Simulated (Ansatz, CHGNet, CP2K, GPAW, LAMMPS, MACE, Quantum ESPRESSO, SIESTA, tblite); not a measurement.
# Which run comes nearest? Amorphous 32Ga2O3-68GeO2 (mol %) (69 atoms)

Density of this cell: 3.75 g/cm³. The cell holds 69 atoms: 12 Ga, 13 Ge and 44 O. Cell: a = 10.328 Å, b = 10.328 Å, c = 10.328 Å, α = 90.0°, β = 90.0°, γ = 90.0°. 69 atoms (12 Fe, 13 Ge, 44 O) placed at random at 3.56 g/cm³, melted at 5000 K for 10 ps at fixed volume with the Morse and Coulomb pair potential with partial charges (Pedone, Malavasi, Menziani, Cormack and Segre, J. Phys. Chem. B 110, 11780 (2006)). Quenched from 5000 K to 300 K at 20 K/ps and fixed volume, held 5 ps, then minimised at fixed cell. Then Fe was replaced by Ga and the cell scaled by 1.006 (the potential has no terms for the new elements, so the cell is a start for a DFT relaxation).

Geometry: as built.

The reference, a calculation:

* method: Kohn-Sham DFT, PBE, SSSP efficiency 1.3.0 pseudopotentials, plane waves (Quantum ESPRESSO 7.5); sssp-pbe-1.3.0-efficiency, cutoffs 60/480 Ry, Γ point
* r.m.s. force component: 0.8296 eV/Å
* longest force: 2.433 eV/Å
* pressure: -2.888 GPa
* gap (highest filled to lowest empty level): 0.852 eV
* time: 4 min on 4 MPI ranks of Arm Neoverse V2, shared host
* CPU time: 16 min

Q: Estimate the differences from the reference, the CPU time and the memory of each run.
- MACE MP-0b3 medium potential (MACE MP-0b3 medium; 1 thread)
- SIESTA PBE, DZP, shift 0.01 Ry, mesh 500 Ry (SIESTA 5.4.2; 2 MPI ranks)
- CHGNet 0.3.0 potential (CHGNet 0.3.0; 1 thread)
- SIESTA PBE, DZ, shift 0.01 Ry, mesh 500 Ry (SIESTA 5.4.2; 1 thread)
- QE PBE, gbrv-1.5, 40/200 Ry (Quantum ESPRESSO 7.5; 2 MPI ranks)
- GPAW PBE, LCAO dzp, h 0.18 Å (GPAW 26.7.0; 1 thread)
- CP2K PBE, SZV-MOLOPT-SR, 600/50 Ry, OT CG (CP2K 2026.2; 2 threads)
- CP2K PBE, TZVP-UZH, 600/50 Ry, OT CG (CP2K 2026.2; 4 MPI ranks)
- CP2K GFN1-xTB, OT DIIS (CP2K 2026.2; 1 thread)
- GPAW PBE, LCAO sz(dzp), h 0.18 Å (GPAW 26.7.0; 1 thread)

Differences are against the plane-wave reference, forces as r.m.s. over components; share is that over the reference's r.m.s. force, slope the least-squares factor from reference forces to these. Total energies of different programs have different zeros and aren't compared.

```tsv
run	Δ force, r.m.s. (meV/Å)	share (%)	slope	Δ pressure (GPa)	Δ gap (eV)	cores	CPU time	memory (GiB)
reference	-	-	-	-	-	4	16 min	3.2
MACE MP-0b3 medium potential	90.8	10.9	0.955	0.204	-	1	6.6 s	0.89
SIESTA PBE, DZP, shift 0.01 Ry, mesh 500 Ry	313	37.7	1.293	4.49	-0.147	2	4.8 min	2.1
CHGNet 0.3.0 potential	149	18.0	0.908	0.644	-	1	3.1 s	0.88
SIESTA PBE, DZ, shift 0.01 Ry, mesh 500 Ry (coarse)	473	57.0	1.339	4.04	-0.246	1	2.2 min	1.1
QE PBE, gbrv-1.5, 40/200 Ry	14.5	1.75	1.013	0.302	0.0214	2	5.6 min	1.2
GPAW PBE, LCAO dzp, h 0.18 Å	376	45.3	1.224	-	-0.120	1	94 s	1.3
CP2K PBE, SZV-MOLOPT-SR, 600/50 Ry, OT CG (coarse)	470	56.7	1.350	9.27	-0.502	2	6 min	1.6
CP2K PBE, TZVP-UZH, 600/50 Ry, OT CG	64.7	7.79	1.028	1.04	-0.0506	4	14 min	3.7
CP2K GFN1-xTB, OT DIIS	491	59.2	0.742	-11.9	-	1	7.6 s	0.46
GPAW PBE, LCAO sz(dzp), h 0.18 Å (coarse)	619	74.7	1.401	-	-0.490	1	42 s	0.99
```

Rows marked coarse were listed beforehand as settings not expected to be converged; some can still land near the reference.

Times of the machine-learned potentials are mostly Python's start and the loading of weights.

CPU time is summed over cores on a shared host, where runs went side by side, so it is rough. Symmetry, cutoffs, thresholds, outputs and thread counts weren't matched or tuned between programs; memory under MPI is the largest rank's times the ranks.

PBE on plane waves or a grid with other potentials, cutoffs or grids, coarse settings apart, differs from the reference by 1.8 % (QE PBE, gbrv-1.5, 40/200 Ry) of the r.m.s. force; this holds the reference's own error, so differences of a few per cent don't tell which side is nearer the exact PBE result. The PBE runs in local orbitals, coarse settings apart, differ by 7.8 % (CP2K PBE, TZVP-UZH, 600/50 Ry, OT CG) to 45 % (GPAW PBE, LCAO dzp, h 0.18 Å); basis, grid and potentials can all enter. Tight binding differs by 59 % (CP2K GFN1-xTB, OT DIIS); it is another model, with fitted parameters of its own, and the xTB methods hold dispersion. Machine-learned potentials differ by 11 % (MACE MP-0b3 medium potential) to 18 % (CHGNet 0.3.0 potential); they were trained on other programs' data. Periodic xTB results under one method name differ between programs and library versions. Machine-learned potentials mimic data converged in k, so the reference's own k-point error enters their differences. The network of bonds at the start is that of the classical potential that made the cell, and needn't be the one that DFT or experiment would give. The electronic-structure runs sample only Γ, in a cell whose shortest periodic width is 10 Å.

[Logs are printed without paths, hosts, clocks, repeated set-up lines and the standing remarks that a program may print on its own settings, such as how far it seeks lower states.]

[Hosts, paths, dates, database ids (printed as entryN), source tags and the programs' standing remarks are cut or masked in the printed files.]
